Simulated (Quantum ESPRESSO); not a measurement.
**TlBi2 (P6/mmm): zone-centre phonons**

Which modes does TlBi2 (P6/mmm) have at the zone centre?

Calculated with Quantum ESPRESSO 7.5; DFT LDA, scalar-relativistic, plane waves, PseudoDojo norm-conserving pseudopotentials.

**1. The starting structure**

It takes space group P6/mmm (No. 191, hexagonal). Conventional cell: a = 5.709 Å, b = 5.709 Å, c = 3.394 Å, α = 90.00°, β = 90.00°, γ = 120.00°. Tl has 2 Tl at 3.39 Å and 12 Bi at 3.71 Å nearest. Nearest to Bi lie 5 Bi at 3.30 to 3.39 Å and 6 Tl at 3.71 Å. Farther neighbours are not listed.

**2. A first look**

Before anything dear is run, a loose run with smearing shows whether this is a metal and how far the cell is from rest.

Contents of probe.in:

```
 &control
    calculation='scf',
    prefix='x',
    outdir='./tmp',
    pseudo_dir='./pseudo',
    tprnfor=.true.,
    tstress=.true.,
    verbosity='high',
 /
 &system
    ibrav=0,
    nat=3,
    ntyp=2,
    ecutwfc=70.0,
    occupations='smearing',
    smearing='gaussian',
    degauss=0.01,
 /
 &electrons
    conv_thr=1.0d-07,
    mixing_beta=0.7,
    electron_maxstep=100,
 /
ATOMIC_SPECIES
 Tl    204.3800  Tl.upf
 Bi    208.9804  Bi.upf
CELL_PARAMETERS angstrom
     5.708664503    0.000000000    0.000000000
    -2.854332251    4.943848481    0.000000000
     0.000000000    0.000000000    3.393755580
ATOMIC_POSITIONS crystal
 Tl     0.000000000   0.000000000   0.000000000
 Bi     0.666666670   0.333333330   0.500000000
 Bi     0.333333330   0.666666670   0.500000000
K_POINTS automatic
 6 6 6 0 0 0
```

Started as:

```sh
OMP_NUM_THREADS=1 mpirun -n 8 pw.x -nk 8 -in probe.in > probe.out
```

The program printed:

```text
[banners, grids, parts of the stress and lines that vanish by symmetry left out]
Program PWSCF v.7.5
     Message from routine setup:
     using ibrav=0 with symmetry is DISCOURAGED, use correct ibrav instead
[...]
kinetic-energy cutoff     =      70.0000  Ry
     charge density cutoff     =     280.0000  Ry
     scf convergence threshold =      1.0E-07
[...]
Exchange-correlation= SLA  PW   NOGX NOGC
                           (   1   4   0   0   0   0   0)
[...]
24 Sym. Ops., with inversion, found
[...]
(     0          1          0      )
                  (     0          0          1      )
[...]
(  0.0000000  1.0000000  0.0000000 )
                  (  0.0000000  0.0000000  1.0000000 )
[...]
(     0         -1          0      )
                  (     0          0          1      )
[...]
(    -1          0          0      )
                  (     0          0          1      )
[...]
( -0.8660254 -0.5000000  0.0000000 )
                  (  0.0000000  0.0000000  1.0000000 )
[...]
number of k points=    28  Gaussian smearing, width (Ry)=  0.0100
[...]
End of self-consistent calculation
[...]
the Fermi energy is    10.5560 ev
!    total energy              =    -449.03221694 Ry
[...]
convergence has been achieved in   5 iterations
[...]
atom    1 type  1   force =    -0.00000000    0.00000000   -0.00000000
     atom    2 type  2   force =    -0.00000000   -0.00000000    0.00000000
     atom    3 type  2   force =     0.00000000    0.00000000    0.00000000
[...]
Total force =     0.000000     Total SCF correction =     0.000000
[...]
total   stress  (Ry/bohr**3)                   (kbar)     P=      -30.93
[...]
XML data file, charge density, pseudopotentials, collected wavefunctions

   JOB DONE.
```

Wall time 4.2 s (8 MPI ranks of AMD EPYC 9R45, shared host); 32 s of CPU time.

This step gave:

```yaml
volume_per_atom: 31.93 Å³
pressure: -3.093 GPa
gap_on_the_k_mesh: 0 eV
```

No gap opens on this mesh, so smearing is kept; the start stands at -3.1 GPa.

**3. Relaxing the cell and atoms**

The relaxation runs at a cutoff a fifth above that of the response, since stress converges more slowly with the basis than frequencies do. Forces and stress are brought to rest with tight thresholds.

Contents of relax.in:

```
 &control
    calculation='vc-relax',
    prefix='x',
    outdir='./tmp',
    pseudo_dir='./pseudo',
    tprnfor=.true.,
    tstress=.true.,
    forc_conv_thr=2.0d-05,
    etot_conv_thr=1.0d-07,
    nstep=40,
 /
 &system
    ibrav=0,
    nat=3,
    ntyp=2,
    ecutwfc=84,
    occupations='smearing',
    smearing='mv',
    degauss=0.02,
 /
 &electrons
    conv_thr=1.0d-11,
    mixing_beta=0.7,
    electron_maxstep=100,
 /
 &ions
 /
 &cell
    press_conv_thr=0.2,
 /
ATOMIC_SPECIES
 Tl    204.3800  Tl.upf
 Bi    208.9804  Bi.upf
CELL_PARAMETERS angstrom
     5.708664503    0.000000000    0.000000000
    -2.854332251    4.943848481    0.000000000
     0.000000000    0.000000000    3.393755580
ATOMIC_POSITIONS crystal
 Tl     0.000000000   0.000000000   0.000000000
 Bi     0.666666670   0.333333330   0.500000000
 Bi     0.333333330   0.666666670   0.500000000
K_POINTS automatic
 9 9 12 0 0 0
```

Started as:

```sh
OMP_NUM_THREADS=1 mpirun -n 8 pw.x -nk 8 -in relax.in > relax.out
```

The program printed:

```text
[banners, grids, parts of the stress and lines that vanish by symmetry left out]
[banner, memory and clock lines left out]
Program PWSCF v.7.5

[...]
kinetic-energy cutoff     =      84.0000  Ry
     charge density cutoff     =     336.0000  Ry
     scf convergence threshold =      1.0E-11
[...]
energy convergence thresh.=      1.0E-07
     force convergence thresh. =      2.0E-05
     press convergence thresh. =      2.0E-01
     Exchange-correlation= SLA  PW   NOGX NOGC
                           (   1   4   0   0   0   0   0)
[...]
24 Sym. Ops., with inversion, found
[...]
number of k points=    84  Marzari-Vanderbilt smearing, width (Ry)=  0.0200
[...]
End of self-consistent calculation
[...]
the Fermi energy is    10.4003 ev
!    total energy              =    -449.03369661 Ry
[...]
convergence has been achieved in   8 iterations
[...]
atom    1 type  1   force =     0.00000000   -0.00000000   -0.00000000
     atom    2 type  2   force =    -0.00000000   -0.00000000    0.00000000
     atom    3 type  2   force =     0.00000000    0.00000000    0.00000000
     Total force =     0.000000     Total SCF correction =     0.000000
[...]
total   stress  (Ry/bohr**3)                   (kbar)     P=      -31.93
[...]
number of bfgs steps    =   0
[...]
CELL_PARAMETERS (angstrom)
[...]
ATOMIC_POSITIONS (crystal)
Tl               0.0000000000       -0.0000000000       -0.0000000000
Bi               0.6666666700        0.3333333300        0.5000000000
Bi               0.3333333300        0.6666666700        0.5000000000
[...]
New effective cutoffs (rho, wfc):  339.98   85.10
[...]
End of self-consistent calculation
[...]
the Fermi energy is    10.6497 ev
!    total energy              =    -449.03580082 Ry
[...]
convergence has been achieved in   6 iterations
[...]
atom    1 type  1   force =     0.00000000   -0.00000000   -0.00000000
     atom    2 type  2   force =     0.00000000    0.00000000    0.00000000
     atom    3 type  2   force =     0.00000000    0.00000000    0.00000000
     Total force =     0.000000     Total SCF correction =     0.000000
[...]
total   stress  (Ry/bohr**3)                   (kbar)     P=      -25.73
[...]
number of bfgs steps    =   1
[...]
WARNING: bfgs curvature condition failed, Theta= 0.998
[...]
CELL_PARAMETERS (angstrom)
[...]
ATOMIC_POSITIONS (crystal)
Tl               0.0000000000       -0.0000000000       -0.0000000000
[...]
New effective cutoffs (rho, wfc):  346.44   86.80
[...]
End of self-consistent calculation
[...]
the Fermi energy is    11.0196 ev
!    total energy              =    -449.03799250 Ry
[...]
convergence has been achieved in   9 iterations
[...]
atom    1 type  1   force =    -0.00000000    0.00000000    0.00000000
     atom    2 type  2   force =     0.00000000    0.00000000   -0.00000000
     atom    3 type  2   force =     0.00000000   -0.00000000    0.00000000
     Total force =     0.000000     Total SCF correction =     0.000000
[...]
total   stress  (Ry/bohr**3)                   (kbar)     P=      -15.76
[...]
number of bfgs steps    =   2
[...]
CELL_PARAMETERS (angstrom)
[...]
ATOMIC_POSITIONS (crystal)
[...]
New effective cutoffs (rho, wfc):  356.35   89.46
[...]
End of self-consistent calculation
[...]
ATOMIC_POSITIONS (crystal)
[...]
New effective cutoffs (rho, wfc):  359.25   90.42
[...]
End of self-consistent calculation
[...]
the Fermi energy is    11.5634 ev
!    total energy              =    -449.03930893 Ry
[...]
convergence has been achieved in   7 iterations
[...]
atom    1 type  1   force =     0.00000000   -0.00000000    0.00000000
     atom    2 type  2   force =     0.00000000    0.00000000   -0.00000000
     atom    3 type  2   force =     0.00000000    0.00000000    0.00000000
     Total force =     0.000000     Total SCF correction =     0.000000
[...]
total   stress  (Ry/bohr**3)                   (kbar)     P=        0.08
[...]
number of bfgs steps    =   7
[...]
CELL_PARAMETERS (angstrom)
[...]
ATOMIC_POSITIONS (crystal)
[...]
New effective cutoffs (rho, wfc):  359.43   90.47
[...]
End of self-consistent calculation
[...]
the Fermi energy is    11.5618 ev
!    total energy              =    -449.03930921 Ry
[...]
convergence has been achieved in   5 iterations
[...]
atom    1 type  1   force =    -0.00000000    0.00000000    0.00000000
     atom    2 type  2   force =    -0.00000000   -0.00000000   -0.00000000
     atom    3 type  2   force =     0.00000000   -0.00000000    0.00000000
     Total force =     0.000000     Total SCF correction =     0.000000
[...]
total   stress  (Ry/bohr**3)                   (kbar)     P=        0.00
[...]
number of bfgs steps    =   8
[...]
small trust_radius: resetting bfgs history
[...]
CELL_PARAMETERS (angstrom)
[...]
ATOMIC_POSITIONS (crystal)
[...]
New effective cutoffs (rho, wfc):  359.43   90.47
[...]
End of self-consistent calculation
[...]
the Fermi energy is    11.5618 ev
!    total energy              =    -449.03930921 Ry
[...]
convergence has been achieved in   1 iterations
[...]
atom    1 type  1   force =     0.00000000    0.00000000   -0.00000000
     atom    2 type  2   force =     0.00000000    0.00000000    0.00000000
     atom    3 type  2   force =    -0.00000000   -0.00000000   -0.00000000
     Total force =     0.000000     Total SCF correction =     0.000000
[...]
total   stress  (Ry/bohr**3)                   (kbar)     P=        0.00
[...]
bfgs converged in  10 scf cycles and   9 bfgs steps
[...]
End of BFGS Geometry Optimization
     Final enthalpy           =    -449.0393092064 Ry
     File ./tmp/x.bfgs deleted, as requested
[...]
CELL_PARAMETERS (angstrom)
[...]
ATOMIC_POSITIONS (crystal)
[...]
Bi               0.6666666700        0.3333333300        0.5000000000
Bi               0.3333333300        0.6666666700        0.5000000000
[...]
Final scf calculation at the relaxed structure.
[...]
kinetic-energy cutoff     =      84.0000  Ry
     charge density cutoff     =     336.0000  Ry
     scf convergence threshold =      1.0E-13
[...]
press convergence thresh. =      2.0E-01
     Exchange-correlation= SLA  PW   NOGX NOGC
                           (   1   4   0   0   0   0   0)
[...]
24 Sym. Ops., with inversion, found
[...]
number of k points=    84  Marzari-Vanderbilt smearing, width (Ry)=  0.0200
[...]
End of self-consistent calculation
[...]
the Fermi energy is    11.5618 ev
!    total energy              =    -449.03930462 Ry
[...]
convergence has been achieved in  10 iterations
[...]
atom    1 type  1   force =     0.00000000    0.00000000    0.00000000
     atom    2 type  2   force =    -0.00000000    0.00000000    0.00000000
     atom    3 type  2   force =     0.00000000   -0.00000000   -0.00000000
     Total force =     0.000000     Total SCF correction =     0.000000
[...]
total   stress  (Ry/bohr**3)                   (kbar)     P=       -0.01
[...]
XML data file, charge density, pseudopotentials, collected wavefunctions
```

It took 2.5 min on 8 MPI ranks.

The steps of the relaxation:

| step | energy less that of the first step (eV) | largest force (eV/Å) | volume (Å³) |
| --- | --- | --- | --- |
| 1 | 0.0000 | 0.0000 | 95.78 |
| 2 | -0.0286 | 0.0000 | 94.23 |
| 3 | -0.0584 | 0.0000 | 92.03 |
| 4 | -0.0752 | 0.0000 | 88.98 |
| 5 | -0.0754 | 0.0000 | 88.97 |
| 6 | -0.0758 | 0.0000 | 88.99 |
| 7 | -0.0761 | 0.0000 | 89.02 |
| 8 | -0.0764 | 0.0000 | 89.07 |
| 9 | -0.0764 | 0.0000 | 89.08 |
| 10 | -0.0764 | 0.0000 | 89.08 |
| 11 | -0.0763 | 0.0000 | 89.08 |

```csv
"conventional cell, symmetrised",before,after,change
a (Å),5.709,5.609,-1.7 %
b (Å),5.709,5.609,-1.7 %
c (Å),3.394,3.270,-3.7 %
volume (Å³/atom),31.93,29.69,-7.0 %
```

The relaxed structure:

```
Tl Bi
1.0
     5.60890    0.00000    0.00000
    -2.80445    4.85745    0.00000
     0.00000    0.00000    3.26955
Tl Bi
1 2
Direct
  0.00000 0.00000 0.00000
  0.66667 0.33333 0.50000
  0.33333 0.66667 0.50000
```

The last row of the table of steps is pw.x's closing run on a basis chosen anew for the final cell, so its energy can jump.

This step gave:

- volume per atom: 29.69 Å³
- pressure: -6.67e-4 GPa

The volume changes by -7.0 % from the cell with which this run began.

**4. Ground state**

Perturbation theory inherits every error of the wavefunctions, so the threshold is set near the limit of the arithmetic. Smearing stays on, as the first look found no gap above 0.3 eV.

Contents of scf.in:

```
 &control
    calculation='scf',
    prefix='x',
    outdir='./tmp',
    pseudo_dir='./pseudo',
    tprnfor=.true.,
    tstress=.true.,
 /
 &system
    ibrav=0,
    nat=3,
    ntyp=2,
    ecutwfc=70.0,
    occupations='smearing',
    smearing='mv',
    degauss=0.02,
 /
 &electrons
    conv_thr=1.0d-12,
    mixing_beta=0.7,
    electron_maxstep=100,
 /
ATOMIC_SPECIES
 Tl    204.3800  Tl.upf
 Bi    208.9804  Bi.upf
CELL_PARAMETERS angstrom
     5.608904553    0.000000000    0.000000000
    -2.804452276    4.857453830    0.000000000
     0.000000000    0.000000000    3.269550413
ATOMIC_POSITIONS crystal
 Tl     0.000000000   0.000000000   0.000000000
 Bi     0.666666667   0.333333333   0.500000000
 Bi     0.333333333   0.666666667   0.500000000
K_POINTS automatic
 9 9 12 0 0 0
```

Started as:

```sh
OMP_NUM_THREADS=1 mpirun -n 8 pw.x -nk 8 -in scf.in > scf.out
```

The program printed:

```text
[banners, grids, parts of the stress and lines that vanish by symmetry left out]
[banner, memory and clock lines left out]
Program PWSCF v.7.5

[...]
kinetic-energy cutoff     =      70.0000  Ry
     charge density cutoff     =     280.0000  Ry
     scf convergence threshold =      1.0E-12
[...]
Exchange-correlation= SLA  PW   NOGX NOGC
                           (   1   4   0   0   0   0   0)
[...]
24 Sym. Ops., with inversion, found
[...]
number of k points=    84  Marzari-Vanderbilt smearing, width (Ry)=  0.0200
[...]
End of self-consistent calculation
[...]
the Fermi energy is    11.5618 ev
!    total energy              =    -449.03928757 Ry
[...]
convergence has been achieved in   9 iterations
[...]
atom    1 type  1   force =     0.00000000    0.00000000   -0.00000000
     atom    2 type  2   force =     0.00000000    0.00000000    0.00000000
     atom    3 type  2   force =     0.00000000    0.00000000    0.00000000
     Total force =     0.000000     Total SCF correction =     0.000000
[...]
total   stress  (Ry/bohr**3)                   (kbar)     P=       -0.05
[...]
XML data file, charge density, pseudopotentials, collected wavefunctions
```

Run time: 12 s. Hardware: 8 MPI ranks; 92 s of CPU time.

Read from the output:

```
pressure : -0.005 GPa
```

The cell stands at -0.005 GPa, close enough for phonons.

[end of part 1 of 2]

[Host names and launcher messages were left out of these logs when they were recorded.]

[Logs are printed without paths, hosts, clocks, repeated set-up lines and the standing remarks that a program may print on its own settings, such as how far it seeks lower states.]

[Hosts, paths, dates, database ids (printed as entryN), source tags and the programs' standing remarks are cut or masked in the printed files.]
